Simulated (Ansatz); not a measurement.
# P on Ni(100): change of the work function, part 2 of 4

Aim: the work function of Ni(100) at several coverages of P (hollow site), and the dipole that each adsorbate carries.

Ansatz 0.2.0; plane-wave DFT, PBE, Ansatz PAW.

So far, work function, upper face (eV): step 2 (the clean slab) 4.88.

### 3. Adsorbate added, k-mesh 4×4×1, coverage 0.111 ML

System of this step: Ni36P (P/Ni(100)). The cell holds 37 atoms: 36 Ni and 1 P. Cell: a = 7.467 Å, b = 7.467 Å, c = 24.837 Å, α = 90.0°, β = 90.0°, γ = 90.0°. Vacuum lies along c.

The clean slab as it ended is repeated in the plane and the adsorbate is set on one face; the cell's size fixes the coverage, and the k-mesh shrinks with it to keep the sampling density about even. Adsorbate and upper layers relax, since the dipole depends on the height.

File input.yaml:

```yaml
crystal:
  lattice:
    - [7.4670476094, 0.0, 0.0]
    - [0.0, 7.4670476094, 0.0]
    - [0.0, 0.0, 24.8367041378]
  atoms:
    - { symbol: Ni, position: [0.1666666667, 0.1666666667, 0.3623669208], spin: 0.76 }
    - { symbol: Ni, position: [0.0, 0.0, 0.4332297853], spin: 0.69 }
    - { symbol: Ni, position: [0.1666666667, 0.1666666667, 0.504984413], spin: 0.7 }
    - { symbol: Ni, position: [0.0, 0.0, 0.5731686669], spin: 0.76 }
    - { symbol: Ni, position: [0.1666666667, 0.5, 0.3623669208], spin: 0.76 }
    - { symbol: Ni, position: [0.0, 0.3333333333, 0.4332297853], spin: 0.69 }
    - { symbol: Ni, position: [0.1666666667, 0.5, 0.504984413], spin: 0.7 }
    - { symbol: Ni, position: [0.0, 0.3333333333, 0.5731686669], spin: 0.76 }
    - { symbol: Ni, position: [0.1666666667, 0.8333333333, 0.3623669208], spin: 0.76 }
    - { symbol: Ni, position: [0.0, 0.6666666667, 0.4332297853], spin: 0.69 }
    - { symbol: Ni, position: [0.1666666667, 0.8333333333, 0.504984413], spin: 0.7 }
    - { symbol: Ni, position: [0.0, 0.6666666667, 0.5731686669], spin: 0.76 }
    - { symbol: Ni, position: [0.5, 0.1666666667, 0.3623669208], spin: 0.76 }
    - { symbol: Ni, position: [0.3333333333, 0.0, 0.4332297853], spin: 0.69 }
    - { symbol: Ni, position: [0.5, 0.1666666667, 0.504984413], spin: 0.7 }
    - { symbol: Ni, position: [0.3333333333, 0.0, 0.5731686669], spin: 0.76 }
    - { symbol: Ni, position: [0.5, 0.5, 0.3623669208], spin: 0.76 }
    - { symbol: Ni, position: [0.3333333333, 0.3333333333, 0.4332297853], spin: 0.69 }
    - { symbol: Ni, position: [0.5, 0.5, 0.504984413], spin: 0.7 }
    - { symbol: Ni, position: [0.3333333333, 0.3333333333, 0.5731686669], spin: 0.76 }
    - { symbol: Ni, position: [0.5, 0.8333333333, 0.3623669208], spin: 0.76 }
    - { symbol: Ni, position: [0.3333333333, 0.6666666667, 0.4332297853], spin: 0.69 }
    - { symbol: Ni, position: [0.5, 0.8333333333, 0.504984413], spin: 0.7 }
    - { symbol: Ni, position: [0.3333333333, 0.6666666667, 0.5731686669], spin: 0.76 }
    - { symbol: Ni, position: [0.8333333333, 0.1666666667, 0.3623669208], spin: 0.76 }
    - { symbol: Ni, position: [0.6666666667, 0.0, 0.4332297853], spin: 0.69 }
    - { symbol: Ni, position: [0.8333333333, 0.1666666667, 0.504984413], spin: 0.7 }
    - { symbol: Ni, position: [0.6666666667, 0.0, 0.5731686669], spin: 0.76 }
    - { symbol: Ni, position: [0.8333333333, 0.5, 0.3623669208], spin: 0.76 }
    - { symbol: Ni, position: [0.6666666667, 0.3333333333, 0.4332297853], spin: 0.69 }
    - { symbol: Ni, position: [0.8333333333, 0.5, 0.504984413], spin: 0.7 }
    - { symbol: Ni, position: [0.6666666667, 0.3333333333, 0.5731686669], spin: 0.76 }
    - { symbol: Ni, position: [0.8333333333, 0.8333333333, 0.3623669208], spin: 0.76 }
    - { symbol: Ni, position: [0.6666666667, 0.6666666667, 0.4332297853], spin: 0.69 }
    - { symbol: Ni, position: [0.8333333333, 0.8333333333, 0.504984413], spin: 0.7 }
    - { symbol: Ni, position: [0.6666666667, 0.6666666667, 0.5731686669], spin: 0.76 }
    - { symbol: P, position: [0.1666666667, 0.1666666667, 0.6376330792] }
magnetization:
  spin_polarized: true
kpoints:
  mp_grid: { grid: [4, 4, 1] }
hamiltonian:
  xc: pbe
scf:
  occupations: { method: fermi_dirac, width: 0.1 }
  convergence: { dr2_threshold: 1.0e-08 }
efield:
  axis: 3
  dipole_correction: true
  ramp_position: 0.97
  ramp_width: 0.06
relax:
  f_tol: 0.02
  max_steps: 60
  constraints:
    - { sites: [0, 1, 4, 5, 8, 9, 12, 13, 16, 17, 20, 21, 24, 25, 28, 29, 32, 33] }
output:
  write_potential: true
  write_density: true
  volumetric_format: npy
```

The run is started by

```
$ ansatz run input.yaml --threads 4 --pin off --max-ram 16384MiB --backend cpu --events-out ev --progress --plain --runs-dir out
```

Numbers of over 12 decimals in the logs are rounded to 6 here.

The program printed:

```text
[...]
Crystal: 37 atoms, lattice volume = 1384.815 Å³
Basis set: ecut = 420 eV, 27043 PW (Γ), exchange–correlation on 100×100×360 points (8 copies of the dense FFT grid, shifted against one another)
Bands: 408, of which v1, the nominal top of the filled ones, is band 327 counted from 1 (326 counted from 0)
Symmetry: 8 space group operations
k-points: 6 of 16
[...]
Starting moments: Σ|m| = 26.19 μB on 36 of 37 sites
[...]
SCF iter   1: F=—  HF=-210937.095905 eV  |F-HF|=—  |Δ(HF+E_count)|=         —  Δρ=2.24e-2 (↑1.32e-2 ↓2.24e-2)  dr2=3.47e1  dr2_m=1.95e0  M=27.236 μB ∫|m|=28.499 μB  β_m=1.00  ethr=3.10e-3  p=-0.000 e·Å  D=-2.02e-6 V/Å  ΔV_dip=0.00 eV  dr2_dipole=1.20e-2  V_vac-E_F(+/−)=7.11/7.10 eV  ⟨swp⟩=10.0  Hψ=25082  notcnv=0  defer=381
[...]
SCF iter  20: F=-210972.713256 eV  HF=-210972.713256 eV  |F-HF|=3.58e-9  |Δ(HF+E_count)|=   7.95e-9  Δρ=3.51e-7 (↑1.23e-7 ↓3.51e-7)  dr2=3.51e-9  dr2_m=2.29e-10  M=23.337 μB ∫|m|=26.535 μB  ethr=1.25e-12  p=-0.064 e·Å  D=-8.42e-3 V/Å  ΔV_dip=0.21 eV  dr2_dipole=2.16e-10  V_vac-E_F(+/−)=5.09/4.88 eV  ⟨swp⟩=6.4  Hψ=28058  notcnv=0
SCF 1 converged in 20 iterations: F = -210972.713256 eV  dr2 = 3.51e-9
[...]
relax step   1: F+E_penalty+E_count = -210972.71325576 eV  Δ(F+E_penalty+E_count) = +0.000e0 eV  max|allowed force component| = 2.597e0 eV/Å  Δτ_max = 0.0000 Å  (20 SCF iters, accepted)
[...]
SCF iter  16: F=-210973.016888 eV  HF=-210973.016888 eV  |F-HF|=7.57e-10  |Δ(HF+E_count)|=   7.28e-9  Δρ=2.16e-7 (↑1.27e-7 ↓2.16e-7)  dr2=1.23e-9  dr2_m=1.26e-10  M=23.115 μB ∫|m|=26.288 μB  ethr=1.00e-12  p=-0.060 e·Å  D=-7.85e-3 V/Å  ΔV_dip=0.19 eV  dr2_dipole=1.19e-10  V_vac-E_F(+/−)=5.08/4.88 eV  ⟨swp⟩=6.3  Hψ=28243  notcnv=0
SCF 2 converged in 16 iterations: F = -210973.016888 eV  dr2 = 1.23e-9
relax step   2: F+E_penalty+E_count = -210973.01688795 eV  Δ(F+E_penalty+E_count) = -3.036e-1 eV  max|allowed force component| = 1.708e0 eV/Å  Δτ_max = 0.1216 Å  (16 SCF iters, accepted)
SCF iter   1: F=—  HF=-210973.244283 eV  |F-HF|=—  |Δ(HF+E_count)|=         —  Δρ=2.33e-3 (↑2.33e-3 ↓2.12e-3)  dr2=8.56e-2  dr2_m=3.89e-2  M=22.895 μB ∫|m|=26.050 μB  β_m=1.00  ethr=1.02e-4  p=-0.060 e·Å  D=-7.85e-3 V/Å  ΔV_dip=0.19 eV  dr2_dipole=6.19e-4  V_vac-E_F(+/−)=5.08/4.88 eV  ⟨swp⟩=7.7  Hψ=16600  notcnv=0  defer=543
[...]
SCF iter  14: F=-210973.229787 eV  HF=-210973.229787 eV  |F-HF|=6.29e-9  |Δ(HF+E_count)|=   1.57e-9  Δρ=2.67e-7 (↑1.27e-7 ↓2.67e-7)  dr2=1.46e-9  dr2_m=1.61e-10  M=22.814 μB ∫|m|=25.928 μB  ethr=1.00e-12  p=-0.050 e·Å  D=-6.49e-3 V/Å  ΔV_dip=0.16 eV  dr2_dipole=2.31e-11  V_vac-E_F(+/−)=5.04/4.88 eV  ⟨swp⟩=6.2  Hψ=30401  notcnv=0
SCF 3 converged in 14 iterations: F = -210973.229787 eV  dr2 = 1.46e-9
[...]
relax step   3: F+E_penalty+E_count = -210973.22978718 eV  Δ(F+E_penalty+E_count) = -2.129e-1 eV  max|allowed force component| = 1.961e-1 eV/Å  Δτ_max = 0.1968 Å  (14 SCF iters, accepted)
[...]
relax step   4: F+E_penalty+E_count = -210973.24111640 eV  Δ(F+E_penalty+E_count) = -1.133e-2 eV  max|allowed force component| = 5.748e-2 eV/Å  Δτ_max = 0.0217 Å  (13 SCF iters, accepted)
[...]
relax step   5: F+E_penalty+E_count = -210973.24236320 eV  Δ(F+E_penalty+E_count) = -1.247e-3 eV  max|allowed force component| = 2.313e-2 eV/Å  Δτ_max = 0.0084 Å  (13 SCF iters, accepted)
SCF iter   1: F=—  HF=-210973.244018 eV  |F-HF|=—  |Δ(HF+E_count)|=         —  Δρ=9.69e-5 (↑8.96e-5 ↓9.69e-5)  dr2=9.69e-5  dr2_m=5.56e-5  M=22.846 μB ∫|m|=25.961 μB  β_m=1.00  ethr=2.29e-7  p=-0.052 e·Å  D=-6.86e-3 V/Å  ΔV_dip=0.17 eV  dr2_dipole=2.64e-6  V_vac-E_F(+/−)=5.05/4.88 eV  ⟨swp⟩=3.8  Hψ=11298  notcnv=0  defer=555
[...]
SCF iter  11: F=-210973.242483 eV  HF=-210973.242483 eV  |F-HF|=2.30e-9  |Δ(HF+E_count)|=   2.85e-9  Δρ=1.83e-7 (↑5.67e-8 ↓1.83e-7)  dr2=1.63e-9  dr2_m=8.22e-11  M=22.845 μB ∫|m|=25.960 μB  ethr=1.00e-12  p=-0.052 e·Å  D=-6.85e-3 V/Å  ΔV_dip=0.17 eV  dr2_dipole=3.19e-10  V_vac-E_F(+/−)=5.05/4.88 eV  ⟨swp⟩=5.6  Hψ=31306  notcnv=0
SCF 6 converged in 11 iterations: F = -210973.242483 eV  dr2 = 1.63e-9
relax step   6: F+E_penalty+E_count = -210973.24248342 eV  Δ(F+E_penalty+E_count) = -1.202e-4 eV  max|allowed force component| = 1.788e-3 eV/Å  Δτ_max = 0.0042 Å  (11 SCF iters, accepted)
NSCF: frozen V_eff on 6 k-points
the search or the solves at the SCF's close may have found levels that the self-consistency loop had missed (the run counts none). By its estimate they hold under 1e-12 electrons; where the run keeps them, the occupations were computed again with them
[...]
SCF converged after 11 iterations
Magnetization: 22.8447 μB (337.9223 up, 315.0777 down)
Absolute magnetization: 25.9835 μB (∫|ρ↑−ρ↓|, with the PAW one-centre terms)
[...]
Per-site moments (μB) at R_I (Å): [(0.750284, 1.026719), (0.700484, 1.026719), (0.725030, 1.025178), (0.372594, 0.896273), (0.756690, 1.026719), (0.700484, 1.026719), (0.673170, 1.006733), (0.372594, 0.896273), (0.756690, 1.026719), (0.675690, 1.026719), (0.673170, 1.006733), (0.714870, 1.006733), (0.756690, 1.026719), (0.700484, 1.026719), (0.673170, 1.006733), (0.372594, 0.896273), (0.762682, 1.026719), (0.700484,  [...]
Free energy (F): -210973.242483 eV
[...]
Internal energy: -210971.137191 eV  (E = F + TS)
E sigma→0 (E₀):  -210972.189837 eV
Entropy (-TS):   -2.105292 eV (-56.900 meV/atom)
Fermi energy:    1.782966 eV
Dipole field:    D = -0.006846 V/Å  (p = -0.052389 e·Å, saw-weighted, corrected)
Work function:   Φ+ = 5.0529 eV   Φ− = 4.8829 eV
[...]
--- Forces (eV/Å), atoms counted from 1 ---
  atom   1  Ni     0.00000000     0.00000000     0.32046876
  atom   2  Ni     0.01213662     0.01213662    -0.29845874
  atom   3  Ni    -0.00000000     0.00000000    -0.00046032
  atom   4  Ni     0.00013441     0.00013441    -0.00010593
  atom   5  Ni     0.00000000     0.00541550     0.32286473
  atom   6  Ni     0.01213662    -0.01213662    -0.29845874
  atom   7  Ni     0.00000000     0.00003491    -0.00115221
  atom   8  Ni     0.00013441    -0.00013441    -0.00010593
  atom   9  Ni     0.00000000    -0.00541550     0.32286473
  atom  10  Ni     0.01543312     0.00000000    -0.31252969
  atom  11  Ni     0.00000000    -0.00003491    -0.00115221
  atom  12  Ni     0.00108933     0.00000000     0.00117081
  atom  13  Ni     0.00541550     0.00000000     0.32286473
  atom  14  Ni    -0.01213662     0.01213662    -0.29845874
  atom  15  Ni     0.00003491     0.00000000    -0.00115221
  atom  16  Ni    -0.00013441     0.00013441    -0.00010593
  atom  17  Ni    -0.00222036    -0.00222036     0.34164906
  atom  18  Ni    -0.01213662    -0.01213662    -0.29845874
  atom  19  Ni    -0.00030210    -0.00030210    -0.00087425
  atom  20  Ni    -0.00013441    -0.00013441    -0.00010593
  atom  21  Ni    -0.00222036     0.00222036     0.34164906
  atom  22  Ni    -0.01543312     0.00000000    -0.31252969
  atom  23  Ni    -0.00030210     0.00030210    -0.00087425
  atom  24  Ni    -0.00108933     0.00000000     0.00117081
  atom  25  Ni    -0.00541550     0.00000000     0.32286473
  atom  26  Ni     0.00000000     0.01543312    -0.31252969
  atom  27  Ni    -0.00003491     0.00000000    -0.00115221
  atom  28  Ni     0.00000000     0.00108933     0.00117081
  atom  29  Ni     0.00222036    -0.00222036     0.34164906
  atom  30  Ni     0.00000000    -0.01543312    -0.31252969
  atom  31  Ni     0.00030210    -0.00030210    -0.00087425
  atom  32  Ni     0.00000000    -0.00108933     0.00117081
  atom  33  Ni     0.00222036     0.00222036     0.34164906
  atom  34  Ni    -0.00000000     0.00000000    -0.53248462
  atom  35  Ni     0.00030210     0.00030210    -0.00087425
  atom  36  Ni    -0.00000000     0.00000000     0.00178770
  atom  37  P     -0.00000000     0.00000000     0.00040729
  max |Σ_I F_I| component: 2.61e-5 eV/Å
--- Band table (eV; the first three rows and the last of 12) ---
  k-point 0 ↑: bands = [... 323 lower, 1.1183, 1.1293, 1.1518, 1.1518, 1.1851, 1.1892, 1.2260, 1.2301, ... 77 higher]
  k-point 1 ↑: bands = [... 323 lower, 1.1488, 1.1639, 1.1819, 1.1881, 1.2034, 1.2079, 1.2110, 1.2140, ... 77 higher]
  k-point 2 ↑: bands = [... 323 lower, 1.1698, 1.1777, 1.1817, 1.1974, 1.2127, 1.2640, 1.2662, 1.2704, ... 77 higher]
  k-point 5 ↓: bands = [... 323 lower, 1.9699, 1.9851, 2.0237, 2.0237, 2.0787, 2.0852, 2.1725, 2.1854, ... 77 higher]
--- Relaxed structure (6 steps of the walk, 6 accepted, 0 SCFs on fresh bases) ---
  F+E_penalty+E_count = -210973.24248342 eV   max|allowed force component| = 1.788e-3 eV/Å
  atoms:
    - { symbol: Ni, position: [0.166667, 0.166667, 0.3623669208] }
    - { symbol: Ni, position: [1.6666659794015235e-11, 1.6666659794015235e-11, 0.433230] }
    - { symbol: Ni, position: [0.166667, 0.166667, 0.504740] }
    - { symbol: Ni, position: [-0.00450919, -0.00450919, 0.575913] }
    - { symbol: Ni, position: [0.166667, 0.500000, 0.3623669208] }
    - { symbol: Ni, position: [1.6666659794015235e-11, 0.333333, 0.433230] }
    - { symbol: Ni, position: [0.166667, 0.499499, 0.504951] }
    - { symbol: Ni, position: [-0.00450919, 0.337843, 0.575913] }
    - { symbol: Ni, position: [0.166667, 0.833333, 0.3623669208] }
    - { symbol: Ni, position: [1.6666659794015235e-11, 0.666667, 0.433230] }
    - { symbol: Ni, position: [0.166667, 0.833834, 0.504951] }
    - { symbol: Ni, position: [-0.000733735, 0.666667, 0.572753] }
    - { symbol: Ni, position: [0.500000, 0.166667, 0.3623669208] }
    - { symbol: Ni, position: [0.333333, 1.6666659794015235e-11, 0.433230] }
    - { symbol: Ni, position: [0.499499, 0.166667, 0.504951] }
    - { symbol: Ni, position: [0.337843, -0.00450919, 0.575913] }
    - { symbol: Ni, position: [0.500000, 0.500000, 0.3623669208] }
    - { symbol: Ni, position: [0.333333, 0.333333, 0.433230] }
    - { symbol: Ni, position: [0.500276, 0.500276, 0.504359] }
    - { symbol: Ni, position: [0.337843, 0.337843, 0.575913] }
    - { symbol: Ni, position: [0.500000, 0.833333, 0.3623669208] }
    - { symbol: Ni, position: [0.333333, 0.666667, 0.433230] }
    - { symbol: Ni, position: [0.500276, 0.833058, 0.504359] }
    - { symbol: Ni, position: [0.334067, 0.666667, 0.572753] }
    - { symbol: Ni, position: [0.833333, 0.166667, 0.3623669208] }
    - { symbol: Ni, position: [0.666667, 1.6666659794015235e-11, 0.433230] }
    - { symbol: Ni, position: [0.833834, 0.166667, 0.504951] }
    - { symbol: Ni, position: [0.666667, -0.000733735, 0.572753] }
    - { symbol: Ni, position: [0.833333, 0.500000, 0.3623669208] }
    - { symbol: Ni, position: [0.666667, 0.333333, 0.433230] }
    - { symbol: Ni, position: [0.833058, 0.500276, 0.504359] }
    - { symbol: Ni, position: [0.666667, 0.334067, 0.572753] }
    - { symbol: Ni, position: [0.833333, 0.833333, 0.3623669208] }
    - { symbol: Ni, position: [0.666667, 0.666667, 0.433230] }
    - { symbol: Ni, position: [0.833058, 0.833058, 0.504359] }
    - { symbol: Ni, position: [0.666667, 0.666667, 0.572667] }
    - { symbol: P, position: [0.166667, 0.166667, 0.624455] }
```

It took 46 min on 4 threads of Arm Neoverse V2, shared host; peak memory 11 GiB.

Step by step:

```csv
step,energy less that of the first step (eV),largest force component (eV/Å)
1,0.0000,2.5973
2,-0.3036,1.7081
3,-0.5165,0.1961
4,-0.5279,0.0575
5,-0.5291,0.0231
6,-0.5292,0.0018
```

Forces are held to the 8 operations that the run works with; a distortion that breaks them can't arise in this run.

The atoms that moved most (Å):

```csv
atom,dx,dy,dz,length
P37,0.000,0.000,-0.327,0.327
Ni20,0.034,0.034,0.068,0.083
Ni16,0.034,-0.034,0.068,0.083
Ni8,-0.034,0.034,0.068,0.083
Ni4,-0.034,-0.034,0.068,0.083
Ni19,0.002,0.002,-0.016,0.016
Ni31,-0.002,0.002,-0.016,0.016
Ni23,0.002,-0.002,-0.016,0.016
```

The relaxed structure:

```xyz
37
Lattice="7.4670 0.0000 0.0000 0.0000 7.4670 0.0000 0.0000 0.0000 24.8367" Properties=species:S:1:pos:R:3
Ni    1.2445    1.2445    9.0000
Ni    0.0000    0.0000   10.7600
Ni    1.2445    1.2445   12.5361
Ni   -0.0337   -0.0337   14.3038
Ni    1.2445    3.7335    9.0000
Ni    0.0000    2.4890   10.7600
Ni    1.2445    3.7298   12.5413
Ni   -0.0337    2.5227   14.3038
Ni    1.2445    6.2225    9.0000
Ni    0.0000    4.9780   10.7600
Ni    1.2445    6.2263   12.5413
Ni   -0.0055    4.9780   14.2253
Ni    3.7335    1.2445    9.0000
Ni    2.4890    0.0000   10.7600
Ni    3.7298    1.2445   12.5413
Ni    2.5227   -0.0337   14.3038
Ni    3.7335    3.7335    9.0000
Ni    2.4890    2.4890   10.7600
Ni    3.7356    3.7356   12.5266
Ni    2.5227    2.5227   14.3038
Ni    3.7335    6.2225    9.0000
Ni    2.4890    4.9780   10.7600
Ni    3.7356    6.2205   12.5266
Ni    2.4945    4.9780   14.2253
Ni    6.2225    1.2445    9.0000
Ni    4.9780    0.0000   10.7600
Ni    6.2263    1.2445   12.5413
Ni    4.9780   -0.0055   14.2253
Ni    6.2225    3.7335    9.0000
Ni    4.9780    2.4890   10.7600
Ni    6.2205    3.7356   12.5266
Ni    4.9780    2.4945   14.2253
Ni    6.2225    6.2225    9.0000
Ni    4.9780    4.9780   10.7600
Ni    6.2205    6.2205   12.5266
Ni    4.9780    4.9780   14.2232
P     1.2445    1.2445   15.5094
```

This step gave:

```yaml
energy_at_zero_smearing: -210972.1898 eV
total_moment: 22.84 μB
work_function_upper_face: 5.053 eV
work_function_lower_face: 4.883 eV
dipole_along_the_normal: -0.05239 e·Å
step_between_the_vacuum_levels: 0.1700 eV
```

Running mean over 1.76 Å of the planar mean; the ramp of the sawtooth is left out. The electron's electrostatic potential energy less the Fermi level by z:

```csv
z (Å),electron's electrostatic potential energy less the Fermi level (eV)
3.5,4.88
4.0,4.88
4.5,4.88
5.0,4.88
5.5,4.87
6.0,4.84
6.5,4.74
7.0,4.38
7.5,2.93
8.0,-1.70
8.5,-7.38
9.0,-9.86
9.5,-10.2
10.0,-10.3
10.5,-10.3
11.0,-10.3
11.5,-10.2
12.0,-10.3
12.5,-10.4
13.0,-10.6
13.5,-10.7
14.0,-10.5
14.5,-9.79
15.0,-6.09
15.5,-0.553
16.0,2.65
16.5,3.99
17.0,4.74
17.5,4.98
18.0,5.03
18.5,5.05
19.0,5.05
19.5,5.05
20.0,5.05
20.5,5.05
21.0,5.05
21.5,5.05
```

Site moment by element, in μB:

```csv
element,atoms,mean,spread (r.m.s.),least,largest
Ni,36,0.672,0.112,0.373,0.763
P,1,-0.007,0.000,-0.007,-0.007
```

The atoms farthest from the mean of their element:

```csv
atom,"x, y, z (Å)",site moment (μB)
Ni8,"-0.03, 2.52, 14.30",0.373
Ni20,"2.52, 2.52, 14.30",0.373
Ni16,"2.52, -0.03, 14.30",0.373
Ni4,"-0.03, -0.03, 14.30",0.373
Ni21,"3.73, 6.22, 9.00",0.763
Ni29,"6.22, 3.73, 9.00",0.763
Ni17,"3.73, 3.73, 9.00",0.763
Ni33,"6.22, 6.22, 9.00",0.763
```

The relaxation took 6 steps and lowered the energy by 0.53 eV; the largest force on the free atoms ends at 0.0018 eV/Å.

The covered face has 5.05 eV, +0.17 eV against the clean one; the bare back face has moved by -0.00 eV, a measure of how thin the slab is.

(Continued in part 3 of 4.)

[Logs are printed without paths, hosts, clocks, repeated set-up lines and the standing remarks that a program may print on its own settings, such as how far it seeks lower states.]

[Hosts, paths, dates, database ids (printed as entryN), source tags and the programs' standing remarks are cut or masked in the printed files.]

[Maps of the electrostatic potential energy from Ansatz leave out the sawtooth potential of an applied field or a dipole correction, so their vacuum need not be flat; planar profiles and work functions include it.]
